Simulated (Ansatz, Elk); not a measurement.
# Mg2CrCu2: X-ray structure factors from the self-consistent density

Structure refinements treat a crystal as free atoms side by side. For a made-up structure of Mg2CrCu2 (cell and positions from a PBEsol relaxation) the runs below show what the calculated density changes in F(hkl).

Main program and level: Elk 11.2.3 (patched build); DFT, PBE, all-electron APW+lo, Dirac cores, scalar-relativistic bands, static density, ferromagnetic start.

The structure was built from a prototype and need not be the compound's stable phase.

**1. The structure**

It takes space group Immm (No. 71, orthorhombic). The conventional cell has a = 4.136 Å, b = 5.124 Å, c = 7.544 Å, α = 90.00°, β = 90.00°, γ = 90.00°. Nearest to Cu lie 2 Cu at 2.36 to 2.76 Å and 2 Cr at 2.49 Å and 6 Mg at 2.66 to 2.81 Å. Cr has 4 Cu at 2.49 Å and 4 Mg at 2.97 Å nearest. Nearest to Mg lie 6 Cu at 2.66 to 2.81 Å and 2 Cr at 2.97 Å and 1 Mg at 3.00 Å. Farther neighbours are not listed.

**2. Ground state and structure factors**

An all-electron density is needed, since X-rays see the cores too. Task 0 finds the density and task 195 Fourier-transforms it; tshift is off so that phases refer to the origin typed.

File elk.in:

```
tasks
  0
  195
  196

xctype
  20

spinpol
  .true.

rgkmax
  7.0

gmaxvr
  14.0

lmaxo
  7

lmaxapw
  8

swidth
  0.002

tshift
  .false.

ramdisk
  .false.

hmaxvr
  5.5

maxscl
  120

epspot
  1e-06

reducebf
  0.8

sppath
  './'

avec
  -3.90769054613 4.84158233786 7.12782622497
  3.90769054613 -4.84158233786 7.12782622497
  3.90769054613 4.84158233786 -7.12782622497

atoms
  3
  'Cu.in'
  2
  0.2693871322 0.5000000000 0.7693871322   0.000000 0.000000 0.000000
  0.7306128678 0.5000000000 0.2306128678   0.000000 0.000000 0.000000
  'Cr.in'
  1
  0.0000000000 0.0000000000 0.0000000000   0.000000 0.000000 -0.155000
  'Mg.in'
  2
  0.6985507383 0.1985507383 0.5000000000   0.000000 0.000000 0.000000
  0.3014492617 0.8014492617 0.5000000000   0.000000 0.000000 0.000000

ngridk
  6 6 6
```

Command:

```
$ OMP_NUM_THREADS=4 elk
```

Numbers of over 12 decimals in the logs are rounded to 6 here.

The program printed:

```text
┌─────────────────────────┐
│ Elk code version 11.2.3 │
└─────────────────────────┘

All units are atomic (Hartree, Bohr, etc.)

┌─────────────────────────────────────────────────┐
│ Ground-state run starting from atomic densities │
└─────────────────────────────────────────────────┘

Lattice vectors :
  -3.907690546       4.841582338       7.127826225
   3.907690546      -4.841582338       7.127826225
   3.907690546       4.841582338      -7.127826225

Reciprocal lattice vectors :
  0.1471439490E-16  0.6488772542      0.4407504552
  0.8039512383     -0.1236727800E-17  0.4407504552
  0.8039512383      0.6488772542      0.1209977056E-16

Unit cell volume      :    539.4169396
Brillouin zone volume :   0.4598487649

Muffin-tin inner radius fraction :   0.1000000000E-01

Nuclei treated as point charges

Species : 1 (Cu)
 parameters loaded from : Cu.in
 name : copper
 nuclear charge    :   -29.00000000
 electronic charge :    29.00000000
 atomic mass :    115837.2717
 muffin-tin radius :    2.208062375
 number of radial points in muffin-tin :    993
 inner part over the whole radius :   0.9980643410E-02
 number on inner part of muffin-tin    :    700
 approximate nuclear radius :   0.7406004541E-04
 number of mesh points to nuclear radius :    338
 atomic positions (lattice), magnetic fields (Cartesian) :
  1 :   0.26938713  0.50000000 -0.23061287    0.00000000  0.00000000  0.00000000
  2 :  -0.26938713  0.50000000  0.23061287    0.00000000  0.00000000  0.00000000

Species : 2 (Cr)
 parameters loaded from : Cr.in
 name : chromium
 nuclear charge    :   -24.00000000
 electronic charge :    24.00000000
 atomic mass :    94783.09202
 muffin-tin radius :    2.400000000
 number of radial points in muffin-tin :    993
 inner part over the whole radius :   0.9857795597E-02
 number on inner part of muffin-tin    :    699
 approximate nuclear radius :   0.6987106690E-04
 number of mesh points to nuclear radius :    328
 atomic positions (lattice), magnetic fields (Cartesian) :
  1 :   0.00000000  0.00000000  0.00000000    0.00000000  0.00000000 -0.15500000

Species : 3 (Mg)
 parameters loaded from : Mg.in
 name : magnesium
 nuclear charge    :   -12.00000000
 electronic charge :    12.00000000
 atomic mass :    44305.30466
 muffin-tin radius :    2.200000000
 number of radial points in muffin-tin :    793
 inner part over the whole radius :   0.9941530515E-02
 number on inner part of muffin-tin    :    552
 approximate nuclear radius :   0.5710277704E-04
 number of mesh points to nuclear radius :    241
 atomic positions (lattice), magnetic fields (Cartesian) :
  1 :  -0.30144926  0.19855074  0.50000000    0.00000000  0.00000000  0.00000000
  2 :   0.30144926 -0.19855074  0.50000000    0.00000000  0.00000000  0.00000000

Total number of atoms per unit cell :    5
Total muffin-tin volume :    237.2991139
 ratio of muffin-tin to unit cell volume :   0.4399178010

Spin treatment :
 spin-polarised
 global magnetic field (Cartesian) :    0.000000000       0.000000000       0.000000000
 collinear magnetisation in z-direction

Number of Bravais lattice symmetries :    8
Number of crystal symmetries         :    8
Crystal has inversion symmetry
Real symmetric eigensolver will be used

k-point grid :      6     6     6
k-point offset :    0.000000000       0.000000000       0.000000000
k-point set is reduced with full crystal symmetry group
Total number of k-points :       46

Muffin-tin radius times maximum |G+k| :    7.000000000
 using average radius
Maximum |G+k| for APW functions       :    3.120507375
Maximum (1/2)|G+k|²                   :    4.868783138
Maximum |G| for potential and density :    14.00000000
Constant for pseudocharge density :    8
 order of it for each species :   15  15  15
 order of it for pair densities of each species (exact exchange by exxq0 0: 16) :    9  11   9
Radial integration step length :    1

G-vector grid sizes :     45    45    45
Number of G-vectors :    24999

Maximum angular momentum used for
[...]
RMS change in Kohn-Sham potential (target) :    2.467030995     (  0.1000000000E-05)
Absolute change in total energy (target)   :    2.385904371     (  0.1000000000E-03)

[... loops 3 to 19 left out ...]

┌──────────────────┐
│ Loop number : 20 │
└──────────────────┘

Energies :
 Fermi                       :     0.202035
 sum of occupied eigenvalues :     -2722.3318873193
 electron kinetic            :      4831.0185450465
 core electron kinetic       :      4230.3410347507
 Coulomb                     :     -9375.5228198816
 Coulomb potential           :     -7271.6914170121
 nuclear-nuclear             :     -701.15313912397
 electron-nuclear            :     -10097.599065270
 Hartree                     :      1423.2293845120
 Madelung                    :     -5739.6771113756
 xc potential                :     -281.44729088365
 xc effective B-field        :    -0.211697
 external B-field            :      0.000000
 exchange                    :     -212.31216704748
 correlation                 :     -4.753787
 electron entropic           :    -0.10511756441521E-02
 total energy                :     -4761.5712797491
 (external B-field energy excluded from total)

Density of states at Fermi energy :    81.92536627
 (states/Hartree/unit cell)

Estimated indirect band gap :   0.2436982000E-03
 from k-point 27 to k-point 18
Estimated direct band gap   :   0.2727109221E-02
 at k-point 17

Charges :
 core                        :    38.00000000
 valence                     :    68.00000000
 interstitial                :    6.543092192
 muffin-tins (core leakage)
  species : 1 (Cu)
[...]
species : 2 (Cr)
[...]
species : 3 (Mg)
[...]
total in muffin-tins        :    99.45690781
 total calculated charge     :    105.9989818
 total charge                :    106.0000000
 error                       :   0.1018157940E-02

Moments :
 interstitial                :   0.3156930083
 muffin-tins
  species : 1 (Cu)
[...]
species : 2 (Cr)
[...]
species : 3 (Mg)
[...]
total in muffin-tins        :    3.494895682
 total moment                :    3.810588691

RMS change in Kohn-Sham potential (target) :   0.4624501661E-06 (  0.1000000000E-05)
Absolute change in total energy (target)   :   0.5175912611E-04 (  0.1000000000E-03)

Convergence targets achieved

┌──────────────────┐
│ Loop number : 21 │
└──────────────────┘

Energies :
 Fermi                       :     0.202036
 sum of occupied eigenvalues :     -2722.3318785938
 electron kinetic            :      4831.0185371656
 core electron kinetic       :      4230.3410369624
 Coulomb                     :     -9375.5228030989
 Coulomb potential           :     -7271.6914362560
 nuclear-nuclear             :     -701.15313912397
 electron-nuclear            :     -10097.599012512
 Hartree                     :      1423.2293485375
 Madelung                    :     -5739.6770849709
 xc potential                :     -281.44725549329
 xc effective B-field        :    -0.211696
 external B-field            :      0.000000
 exchange                    :     -212.31216476556
 correlation                 :     -4.753787
 electron entropic           :    -0.10511700893765E-02
 total energy                :     -4761.5712685315
 (external B-field energy excluded from total)

Density of states at Fermi energy :    81.92473264
 (states/Hartree/unit cell)

Estimated indirect band gap :   0.2434352337E-03
 from k-point 27 to k-point 18
Estimated direct band gap   :   0.2727375496E-02
 at k-point 17

Charges :
 core                        :    38.00000000
 valence                     :    68.00000000
 interstitial                :    6.543093187
 muffin-tins (core leakage)
  species : 1 (Cu)
[...]
species : 2 (Cr)
   atom 1                    :    22.67290995     ( -0.2234882981E-06)
  species : 3 (Mg)
   atom 1                    :    10.52613786     ( -0.9828259007E-07)
   atom 2                    :    10.52613786     ( -0.9828259007E-07)
 total in muffin-tins        :    99.45690681
 total calculated charge     :    105.9989818
 total charge                :    106.0000000
 error                       :   0.1018158172E-02

Moments :
 interstitial                :   0.3157059741
 muffin-tins
  species : 1 (Cu)
[...]
species : 2 (Cr)
   atom 1                    :    3.370643113
  species : 3 (Mg)
   atom 1                    :  -0.1702862634E-01
   atom 2                    :  -0.1702862634E-01
 total in muffin-tins        :    3.494891194
 total moment                :    3.810597168

┌──────────────────────────────┐
│ Self-consistent loop stopped │
└──────────────────────────────┘

Warning : core states of species 1 leak from the muffin-tin :   0.4558730288E-03

Wrote STATE.OUT
```

Wall time 6.4 min (4 threads of Intel Xeon at 2.60GHz (Ice Lake), shared host); peak memory 0.45 GiB; 23 min of CPU time.

SFACRHO.OUT:

```text

h k l indices transformed by vhmat matrix:
   1.000000000       0.000000000       0.000000000    
   0.000000000       1.000000000       0.000000000    
   0.000000000       0.000000000       1.000000000    

      h      k      l  multipl.   |H|            Re(F)            Im(F)           |F|

      0      0      0      1   0.0000000       106.00000      0.85208551E-16   106.00000    
      0     -1      1      4  0.78441230       8.2398807      -0.0000000       8.2398807    
      1      1     -1      2  0.88150091       56.690652     -0.84216531E-14   56.690652    
      0     -1      0      4  0.91684162      -24.873674     -0.37429569E-14   24.873674    
      0      0      1      4   1.0331405       6.8370237      0.63372494E-14   6.8370237    
     -1      1     -1      2   1.2977545      -9.7981376      0.17574050E-13   9.7981376    
      1      1     -2      8   1.3580954       37.145285      0.10293132E-13   37.145285    
     -2     -1      1      4   1.4728850       25.650183     -0.28072177E-14   25.650183    
     -1     -2      1      4   1.5474774      -40.575424     -0.10293132E-13   40.575424    
      2      0      0      4   1.5688246      -38.707515     -0.12164610E-13   38.707515    
      0      1     -2      8   1.5889510       63.994578     -0.18714785E-13   63.994578    
     -1      1      1      2   1.6079025       76.050543     -0.15018418E-13   76.050543    
     -2     -2      2      2   1.7630018       61.748809      0.74859138E-14   61.748809    
      1     -2      0      8   1.7890369       5.7571138     -0.56144354E-14   5.7571138    
      2      0     -2      4   1.8336832       44.000666     -0.16843306E-13   44.000666    
      2     -1      1      4   1.9959049       24.081237      0.18714785E-14   24.081237    
      3      0     -1      8   2.0196171       40.350099     -0.79537834E-14   40.350099    
     -2     -2      1      8   2.0434174       15.366221      0.93573923E-15   15.366221
```

Elk indexes on the primitive cell of elk.in and gives |H| = 4π sin θ/λ in inverse bohr. Below, one row stands for each form hkl of the conventional cell (m members, Friedel mates merged), F is for one primitive cell and the density is static (no thermal factor). Free-atom factors are Waasmaier and Kirfel's, and R is Σm||F|−|F'||/Σm|F|.

```tsv
hkl	m	sin θ/λ (Å⁻¹)	abs F, DFT	neutral atoms	diff.
011	4	0.118	8.240	8.304	-0.064
002	2	0.133	56.691	56.937	-0.246
101	4	0.138	24.874	24.967	-0.093
110	4	0.155	6.837	7.124	-0.287
020	2	0.195	9.798	9.991	-0.193
112	8	0.204	37.145	37.655	-0.509
013	4	0.222	25.650	25.928	-0.277
103	4	0.233	40.575	41.216	-0.641
022	4	0.236	38.708	39.268	-0.561
121	8	0.239	63.995	65.055	-1.060
200	2	0.242	76.050	77.196	-1.146
004	2	0.265	61.749	62.670	-0.921
211	8	0.269	5.757	5.856	-0.099
202	4	0.276	44.001	44.854	-0.853
031	4	0.300	24.081	24.429	-0.348
123	8	0.304	40.350	40.962	-0.612
114	8	0.307	15.366	15.474	-0.108
220	4	0.311	8.129	8.578	-0.449
130	4	0.317	13.651	13.791	-0.139
213	8	0.328	21.215	21.242	-0.027
024	4	0.329	18.217	18.597	-0.380
222	8	0.338	32.916	33.270	-0.354
```

**3. The magnetisation density**

The same run holds the spin density, and task 196 transforms it. The order is that of the start, and no other was tried.

SFACMAG_1.OUT:

```text

h k l indices transformed by vhmat matrix:
   1.000000000       0.000000000       0.000000000    
   0.000000000       1.000000000       0.000000000    
   0.000000000       0.000000000       1.000000000    

      h      k      l  multipl.   |H|            Re(F)            Im(F)           |F|

      0      0      0      1   0.0000000       3.8105973     -0.15021327E-16   3.8105973    
      0     -1      1      4  0.78441230       2.9565769      0.36552314E-17   2.9565769    
      1      1     -1      2  0.88150091       2.9076780     -0.12564858E-16   2.9076780    
      0     -1      0      4  0.91684162       2.7381932     -0.11879502E-16   2.7381932    
      0      0      1      4   1.0331405       2.6690651      0.61497521E-16   2.6690651    
     -1      1     -1      2   1.2977545       1.8969712      0.30109867E-16   1.8969712    
      1      1     -2      8   1.3580954       1.9784760     -0.47974912E-17   1.9784760    
     -2     -1      1      4   1.4728850       1.6443728     -0.45918844E-16   1.6443728    
     -1     -2      1      4   1.5474774       1.4254393     -0.34724698E-16   1.4254393    
      2      0      0      4   1.5688246       1.4317522     -0.33582438E-16   1.4317522    
      0      1     -2      8   1.5889510       1.7484286     -0.64195001E-16   1.7484286    
     -1      1      1      2   1.6079025       1.8228804     -0.26594507E-16   1.8228804    
     -2     -2      2      2   1.7630018       1.4307286      0.39122398E-16   1.4307286    
      1     -2      0      8   1.7890369       1.3837505     -0.13478666E-16   1.3837505    
      2      0     -2      4   1.8336832       1.4865810     -0.12564858E-16   1.4865810    
      2     -1      1      4   1.9959049       1.2181697      0.91380784E-18   1.2181697
```

The total moment is 3.81 μB a cell; sphere moments: Cu1 +0.08, Cu2 +0.08, Cr3 +3.37, Mg4 -0.02, Mg5 -0.02 μB. Polarised neutrons measure spin and orbital magnetisation together; without spin-orbit coupling the run gives the spin part:

```tsv
hkl	sin θ/λ (Å⁻¹)	abs F_M (μB)
011	0.118	2.957
002	0.133	2.908
101	0.138	2.738
110	0.155	2.669
020	0.195	1.897
112	0.204	1.978
013	0.222	1.644
103	0.233	1.425
022	0.236	1.432
121	0.239	1.748
200	0.242	1.823
004	0.265	1.431
211	0.269	1.384
202	0.276	1.487
```

(Continued in part 2 of 2.)

[Logs are printed without paths, hosts, clocks, repeated set-up lines and the standing remarks that a program may print on its own settings, such as how far it seeks lower states.]

[Hosts, paths, dates, database ids (printed as entryN), source tags and the programs' standing remarks are cut or masked in the printed files.]
